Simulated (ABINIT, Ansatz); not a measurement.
**Cs3GaF6 (Fm-3m): bands and cutoff in G0W0 with ABINIT**

What does each rung of G0W0 on Cs3GaF6 (Fm-3m) cost, and what does it buy?

Method: PBEsol and many-body steps on it, plane waves, in ABINIT 10.8.3.

### Step 1. The structure

The structure is cubic, space group Fm-3m (No. 225). Conventional cell: a = 9.448 Å, b = 9.448 Å, c = 9.448 Å, α = 90.00°, β = 90.00°, γ = 90.00°. Cs has 12 F at 3.37 Å nearest. Nearest to Cs lie 6 F at 2.80 Å. Ga has 6 F at 1.92 Å nearest. Nearest to F lie 1 Ga at 1.92 Å and 5 Cs at 2.80 to 3.37 Å. Farther neighbours and most contacts between anions are not listed.

The cell and positions come from the Crystallography Open Database and are kept as given unless a step says otherwise. Spin-orbit coupling is left out unless a step names it.

### Step 2. Empty states on the mesh, 2×2×2 mesh, 409 bands

This step: ABINIT 10.8.3; DFT, PBEsol, plane waves, norm-conserving pseudopotentials.

The sums over transitions need many empty states on a uniform mesh; this step solves for them.

Input file run.abi:

```
acell 3*1.0 Angstrom
rprim 
  -0.000000000000 4.723900000000 4.723900000000
  4.723900000000 0.000000000000 4.723900000000
  4.723900000000 4.723900000000 0.000000000000
ntypat 3
znucl 55 31 9
natom 10
typat 1 1 1 2 3 3 3 3 3 3
xred 
  0.750000000000 0.750000000000 0.750000000000
  0.250000000000 0.250000000000 0.250000000000
  0.000000000000 0.000000000000 0.000000000000
  0.500000000000 0.500000000000 0.500000000000
  0.296500000000 0.703500000000 0.703500000000
  0.703500000000 0.296500000000 0.703500000000
  0.703500000000 0.296500000000 0.296500000000
  0.296500000000 0.703500000000 0.296500000000
  0.703500000000 0.703500000000 0.296500000000
  0.296500000000 0.296500000000 0.703500000000
pp_dirpath "pseudos"
pseudos "Cs.upf, Ga.upf, F.upf"
ecut 45
ngkpt 2 2 2
nshiftk 1
shiftk 0 0 0
kptopt 1
chksymbreak 0
iscf -2
irdden 1
istwfk *1
nband 409
nbdbuf 36
tolwfr 1e-09
nstep 60
prtvol 0
indata_prefix "in"
outdata_prefix "out"
tmpdata_prefix "tmp"
```

Started as:

```sh
$ OMP_NUM_THREADS=1 mpirun -n 3 abinit run.abi > log
```

Numbers of over 12 decimals in the logs are rounded to 6 here.

Output:

```text
.Version 10.8.3 of ABINIT. v10.8.2 released Aug 2026.

 Symmetries : space group Fm -3 m (#225); Bravais cF (face-center cubic)
[... echo of the input left out ...]
== DATASET  1 ==================================================================
-   mpi_nproc: 3, omp_nthreads: 1 (-1 if OMP is not activated)

--- !DatasetInfo
iteration_state: {dtset: 1, }
dimensions: {natom: 10, nkpt: 3, mband: 409, nsppol: 1, nspinor: 1, nspden: 1, mpw: 20554, }
cutoff_energies: {ecut:  45.0, pawecutdg:  -1.0, }
[...]
2.85223    2.85223    2.85223    2.85476    2.85476    2.86741    2.86741    2.86741
   2.88898    2.88909    2.93500    2.93578    2.93949    2.94182    2.94333    2.94742
   2.95328
 prteigrs : prtvol=0 or 1, do not print more k-points.

== END DATASET(S) ==============================================================
================================================================================

 -outvars: echo values of variables after computation  --------
            nband         409
             nkpt           3
          spgroup         225
 [... the other variables as echoed above ...]

 Calculation completed.
```

Run time: 22 min. Hardware: 3 MPI ranks of Intel Xeon 6975P-C (Granite Rapids), shared host; peak memory 0.9 GiB.

This step gave:

* gap: 5.914 eV
* k of the valence top: 0.5, 0, 0
* k of the conduction bottom: 0, 0, 0
* least direct gap: 5.939 eV
* k points computed: 3
* lowest point of the top converged band, above the valence top: 72.6215 eV

On this mesh the gap is 5.914 eV.

The density comes from a self-consistent run that is not shown.

### Step 3. Screening, 2×2×2 mesh, 86 bands, screening to 76.2 eV

The RPA dielectric matrix is built and inverted for each q.

This step: RPA screening on PBEsol, plane waves, norm-conserving pseudopotentials.

run.abi, as its differences from that of step 2:

```diff
@@ -28,10 +28,11 @@
 chksymbreak 0
-iscf -2
-irdden 1
 istwfk *1
-nband 409
-nbdbuf 36
-tolwfr 1e-09
-nstep 60
-prtvol 0
+occopt 1
+irdwfk 1
+optdriver 3
+nband 86
+ecuteps 2.8
+inclvkb 2
+awtr 1
+symchi 1
 indata_prefix "in"
```

Started as:

```sh
$ OMP_NUM_THREADS=1 mpirun -n 4 abinit run.abi > log
```

Output:

```text
.Version 10.8.3 of ABINIT. v10.8.2 released Aug 2026.

 Symmetries : space group Fm -3 m (#225); Bravais cF (face-center cubic)
[... echo of the input left out ...]
== DATASET  1 ==================================================================
-   mpi_nproc: 4, omp_nthreads: 1 (-1 if OMP is not activated)

--- !DatasetInfo
iteration_state: {dtset: 1, }
dimensions: {natom: 10, nkpt: 3, mband: 86, nsppol: 1, nspinor: 1, nspden: 1, mpw: 20554, }
cutoff_energies: {ecut:  45.0, pawecutdg:  -1.0, }
electrons: {nelect:   9.00000000E+01, charge:   0.00000000E+00, occopt:   1.00000000E+00, tsmear:   1.00000000E-02, }

 SCREENING: Calculation of the susceptibility and dielectric matrices

 Based on a program developped by R.W. Godby, V. Olevano, G. Onida, and L. Reining.
 Incorporated in ABINIT by V. Olevano, G.-M. Rignanese, and M. Torrent.
.Using double precision arithmetic ; gwpc =  8

[... cell and pseudopotentials left out ...]
--------------------------------------------------------------------------------

 ==== K-mesh for the wavefunctions ====
 Number of points in the irreducible wedge :     3
[... list of points left out ...]
 Together with 48 symmetry operations and time-reversal symmetry
 yields     8 points in the full Brillouin Zone.

 ==== Q-mesh for the screening function ====
 Number of points in the irreducible wedge :     3
[... list of points left out ...]
 Together with 48 symmetry operations and time-reversal symmetry
 yields     8 points in the full Brillouin Zone.

 setmesh: FFT mesh size selected  =    48x   48x   48
          total number of points  =       110592

 vcoul_init : cutoff-mode = AUXILIARY_FUNCTION
 q-points for optical limit:   1
     1)      0.000010    0.000020    0.000030

- screening: taking advantage of time-reversal symmetry
- Maximum band index for partially occupied states nbvw = 45
- Remaining bands to be divided among processors   nbcw = 41
- Number of bands treated by each node ~10

 Number of electrons calculated from density =   90.0000; Expected =   90.0000
 average of density, n =  0.063258
 r_s =    1.5569
 omega_plasma =   24.2612 [eV]

 calculating chi0 at frequencies [eV] :
  1    0.000000E+00    0.000000E+00
  2    0.000000E+00    2.426121E+01

--------------------------------------------------------------------------------
  q-point number  1        q = ( 0.000000, 0.000000, 0.000000) [r.l.u.]
--------------------------------------------------------------------------------
[... chi0 elements left out ...]
 For q-point:  0.000010 0.000020 0.000030
  dielectric constant =   2.1123
  dielectric constant without local fields =   2.3419

  Average fulfillment of the sum rule on Im[epsilon] for q-point    1 :     19.14  [%]
[... wings left out ...]
  q-point number  2        q = ( 0.500000, 0.000000, 0.000000) [r.l.u.]
--------------------------------------------------------------------------------
[... chi0 elements left out ...]
  Average fulfillment of the sum rule on Im[epsilon] for q-point    2 :     24.32  [%]

 [... 1 further q-points ...]
```

Wall time 1.9 min (4 MPI ranks); peak memory 3.6 GiB; 7.7 min of CPU time.

This step gave:

| Quantity | Value |
| --- | --- |
| ε∞ with local fields, on this mesh, along the program's q direction | 2.112 |
| the same without local fields | 2.342 |
| plasma frequency | 24.26 eV |
| plane waves in the screening matrix | 331 |

Local fields lower ε∞ by 10 %. On a Γ-centred mesh this coarse the value itself is usually too large, while a short band sum pulls it down.

### Step 4. 86 bands, 76.2 eV

The self-energy is evaluated for the states that the input lists, and the levels follow from it, in one-shot runs by the linearised quasiparticle equation.

This step: G0W0 on PBEsol, plane waves, norm-conserving pseudopotentials.

run.abi, as its differences from that of step 3:

```diff
@@ -31,8 +31,17 @@
 irdwfk 1
-optdriver 3
+optdriver 4
 nband 86
+gwcalctyp 0
+ecutsigx 45
+symsigma 1
+nkptgw 2
+kptgw 
+  0.5000000000 0.0000000000 0.0000000000
+  0.0000000000 0.0000000000 0.0000000000
+bdgw 
+  44 47
+  43 48
 ecuteps 2.8
-inclvkb 2
-awtr 1
-symchi 1
+irdscr 1
+ppmodel 1
 indata_prefix "in"
```

Output:

```text
.Version 10.8.3 of ABINIT. v10.8.2 released Aug 2026.

 Symmetries : space group Fm -3 m (#225); Bravais cF (face-center cubic)
[... echo of the input left out ...]
== DATASET  1 ==================================================================
-   mpi_nproc: 4, omp_nthreads: 1 (-1 if OMP is not activated)

--- !DatasetInfo
iteration_state: {dtset: 1, }
dimensions: {natom: 10, nkpt: 3, mband: 86, nsppol: 1, nspinor: 1, nspden: 1, mpw: 20554, }
cutoff_energies: {ecut:  45.0, pawecutdg:  -1.0, }
electrons: {nelect:   9.00000000E+01, charge:   0.00000000E+00, occopt:   1.00000000E+00, tsmear:   1.00000000E-02, }

 SIGMA: Calculation of the GW corrections

 Based on a program developped by R.W. Godby, V. Olevano, G. Onida, and L. Reining.
 Incorporated in ABINIT by V. Olevano, G.-M. Rignanese, and M. Torrent.
.Using double precision arithmetic ; gwpc =  8

[... cell and pseudopotentials left out ...]
--------------------------------------------------------------------------------

 ==== K-mesh for the wavefunctions ====
 Number of points in the irreducible wedge :     3
[... list of points left out ...]
 Together with 48 symmetry operations and time-reversal symmetry
 yields     8 points in the full Brillouin Zone.

 ==== Q-mesh for screening function ====
 Number of points in the irreducible wedge :     3
[... list of points left out ...]
 Together with 48 symmetry operations and time-reversal symmetry
 yields     8 points in the full Brillouin Zone.

 vcoul_init : cutoff-mode = AUXILIARY_FUNCTION
 q-points for optical limit:   1
     1)      0.000010    0.000020    0.000030
 setmesh: FFT mesh size selected  =    80x   80x   80
          total number of points  =       512000

 Number of electrons calculated from density =   90.0000; Expected =   90.0000
 average of density, n =  0.063258
 r_s =    1.5569
 omega_plasma =   24.2612 [eV]

 === KS Band Gaps ===
  >>>> For spin  1
   Minimum direct gap =   5.9384 [eV], located at k-point      :   0.0000  0.0000  0.0000
   Fundamental gap    =   5.9141 [eV], Top of valence bands at :   0.5000  0.0000  0.0000
                                       Bottom of conduction at :   0.0000  0.0000  0.0000
 SIGMA fundamental parameters:
 PLASMON POLE MODEL  1
 number of plane-waves for SigmaX                20395
 number of plane-waves for SigmaC and W            331
 number of plane-waves for wavefunctions         20395
 number of bands                                    86
 number of independent spin polarizations            1
 number of spinorial components                      1
 number of k-points in IBZ                           3
 number of q-points in IBZ                           3
 number of symmetry operations                      48
 number of k-points in BZ                            8
 number of q-points in BZ                            8
 number of frequencies for dSigma/dE                 9
 frequency step for dSigma/dE [eV]                0.25
 number of omega for Sigma on real axis              0
 max omega for Sigma on real axis  [eV]           0.00
 zcut for avoiding poles [eV]                     0.10

 EPSILON^-1 parameters (SCR file):
 dimension of the eps^-1 matrix on file            331
 dimension of the eps^-1 matrix used               331
 number of plane-waves for wavefunctions         20395
 number of bands                                    86
 number of q-points in IBZ                           3
 number of frequencies                               2
 number of real frequencies                          1
 number of imag frequencies                          1

 matrix elements of self-energy operator (all in [eV])

 Perturbative Calculation

--- !SelfEnergy_ee
iteration_state: {dtset: 1, }
kpoint     : [   0.500,    0.000,    0.000, ]
spin       : 1
KS_gap     :    7.612
QP_gap     :   12.280
Delta_QP_KS:    4.668
data: !SigmaeeData |
     Band     E0 <VxcDFT>   SigX SigC(E0)      Z dSigC/dE  Sig(E)    E-E0       E
       44   0.141 -22.204 -29.286   4.825   0.791  -0.263 -23.990  -1.786  -1.645
       45   0.141 -22.204 -29.286   4.825   0.791  -0.263 -23.990  -1.786  -1.645
       46   7.754 -14.545  -9.571  -1.675   0.873  -0.145 -11.664   2.882  10.635
       47   8.097  -9.111  -4.762  -1.869   0.892  -0.121  -6.898   2.212  10.310

--- !SelfEnergy_ee
iteration_state: {dtset: 1, }
kpoint     : [   0.000,    0.000,    0.000, ]
spin       : 1
KS_gap     :    5.938
QP_gap     :   10.022
Delta_QP_KS:    4.084
data: !SigmaeeData |
     Band     E0 <VxcDFT>   SigX SigC(E0)      Z dSigC/dE  Sig(E)    E-E0       E
       43   0.117 -22.229 -29.723   5.114   0.784  -0.276 -24.094  -1.865  -1.748
       44   0.117 -22.229 -29.723   5.114   0.784  -0.276 -24.094  -1.865  -1.748
       45   0.117 -22.229 -29.723   5.114   0.784  -0.276 -24.094  -1.865  -1.748
       46   6.056  -9.990  -5.616  -1.891   0.894  -0.119  -7.771   2.219   8.274
       47   7.760  -7.956  -3.766  -1.875   0.895  -0.117  -5.884   2.071   9.832
       48   7.760  -7.956  -3.766  -1.875   0.895  -0.117  -5.884   2.071   9.832

== END DATASET(S) ==============================================================
================================================================================

 -outvars: echo values of variables after computation  --------
           etotal      0.0000000000E+00
            nband          86
             nkpt           3
          spgroup         225
 [... the other variables as echoed above ...]

 Calculation completed.
```

The job ended after 23 s (4 MPI ranks; peak memory 3 GiB; 89 s of CPU time).

Numbers from this step:

```
G0W0 gap on the points computed              : 9.919 eV
starting gap on the mesh                     : 5.914 eV
k of the valence top                         : 0.5, 0, 0
k of the conduction bottom                   : 0, 0, 0
Z at the valence top                         : 0.791
Z at the conduction bottom                   : 0.894
least direct G0W0 gap on the computed points : 10.02 eV
```

The gap on the mesh goes from 5.91 eV to 9.92 eV, a correction of +4.00 eV.

### Step 5. Screening, 2×2×2 mesh, 179 bands, screening to 141.5 eV

This step: RPA screening on PBEsol, plane waves, norm-conserving pseudopotentials.

run.abi, as its differences from that of step 4:

```diff
@@ -31,17 +31,8 @@
 irdwfk 1
-optdriver 4
-nband 86
-gwcalctyp 0
-ecutsigx 45
-symsigma 1
-nkptgw 2
-kptgw 
-  0.5000000000 0.0000000000 0.0000000000
-  0.0000000000 0.0000000000 0.0000000000
-bdgw 
-  44 47
-  43 48
-ecuteps 2.8
-irdscr 1
-ppmodel 1
+optdriver 3
+nband 179
+ecuteps 5.2
+inclvkb 2
+awtr 1
+symchi 1
 indata_prefix "in"
```

Output:

```text
.Version 10.8.3 of ABINIT. v10.8.2 released Aug 2026.

 Symmetries : space group Fm -3 m (#225); Bravais cF (face-center cubic)
[... echo of the input left out ...]
== DATASET  1 ==================================================================
-   mpi_nproc: 4, omp_nthreads: 1 (-1 if OMP is not activated)

--- !DatasetInfo
iteration_state: {dtset: 1, }
dimensions: {natom: 10, nkpt: 3, mband: 179, nsppol: 1, nspinor: 1, nspden: 1, mpw: 20554, }
cutoff_energies: {ecut:  45.0, pawecutdg:  -1.0, }
electrons: {nelect:   9.00000000E+01, charge:   0.00000000E+00, occopt:   1.00000000E+00, tsmear:   1.00000000E-02, }

 SCREENING: Calculation of the susceptibility and dielectric matrices

 Based on a program developped by R.W. Godby, V. Olevano, G. Onida, and L. Reining.
 Incorporated in ABINIT by V. Olevano, G.-M. Rignanese, and M. Torrent.
.Using double precision arithmetic ; gwpc =  8

[... cell and pseudopotentials left out ...]
--------------------------------------------------------------------------------

 ==== K-mesh for the wavefunctions ====
 Number of points in the irreducible wedge :     3
[... list of points left out ...]
 Together with 48 symmetry operations and time-reversal symmetry
 yields     8 points in the full Brillouin Zone.

 ==== Q-mesh for the screening function ====
 Number of points in the irreducible wedge :     3
[... list of points left out ...]
 Together with 48 symmetry operations and time-reversal symmetry
 yields     8 points in the full Brillouin Zone.

 setmesh: FFT mesh size selected  =    54x   54x   54
          total number of points  =       157464

 vcoul_init : cutoff-mode = AUXILIARY_FUNCTION
 q-points for optical limit:   1
     1)      0.000010    0.000020    0.000030

- screening: taking advantage of time-reversal symmetry
- Maximum band index for partially occupied states nbvw = 45
- Remaining bands to be divided among processors   nbcw = 134
- Number of bands treated by each node ~33

 Number of electrons calculated from density =   90.0000; Expected =   90.0000
 average of density, n =  0.063258
 r_s =    1.5569
 omega_plasma =   24.2612 [eV]

 calculating chi0 at frequencies [eV] :
  1    0.000000E+00    0.000000E+00
  2    0.000000E+00    2.426121E+01

--------------------------------------------------------------------------------
  q-point number  1        q = ( 0.000000, 0.000000, 0.000000) [r.l.u.]
--------------------------------------------------------------------------------
[... chi0 elements left out ...]
 For q-point:  0.000010 0.000020 0.000030
  dielectric constant =   2.2228
  dielectric constant without local fields =   2.4981

  Average fulfillment of the sum rule on Im[epsilon] for q-point    1 :     38.26  [%]
[... wings left out ...]
  q-point number  2        q = ( 0.500000, 0.000000, 0.000000) [r.l.u.]
--------------------------------------------------------------------------------
[... chi0 elements left out ...]
  Average fulfillment of the sum rule on Im[epsilon] for q-point    2 :     42.92  [%]

 [... 1 further q-points ...]
```

It took 7.3 min on 4 MPI ranks; peak memory 4.9 GiB.

This step gave:

| Property | Result |
| --- | --- |
| ε∞ with local fields, on this mesh, along the program's q direction | 2.223 |
| the same without local fields | 2.498 |
| plasma frequency | 24.26 eV |
| plane waves in the screening matrix | 821 |

[end of part 1 of 2]

[Paths, hosts, dates, memory and timing lines, banners, echoed tables and standing remarks are left out of the program output.]

[Logs are printed without paths, hosts, clocks, repeated set-up lines and the standing remarks that a program may print on its own settings, such as how far it seeks lower states.]

[Runs of the session that timed out or met a known fault of the program may be left out.]

[Hosts, paths, dates, database ids (printed as entryN), source tags and the programs' standing remarks are cut or masked in the printed files.]

[G0W0 gaps are taken among the corrected bands and points alone; a level outside them can change the order at an edge.]

[Where Ansatz stands beside ABINIT at settings called matched, ABINIT's density can come from a denser mesh and the files from another edition; pairs whose starting gaps differed by over 0.03 eV were left out, so agreement reads better than it is.]
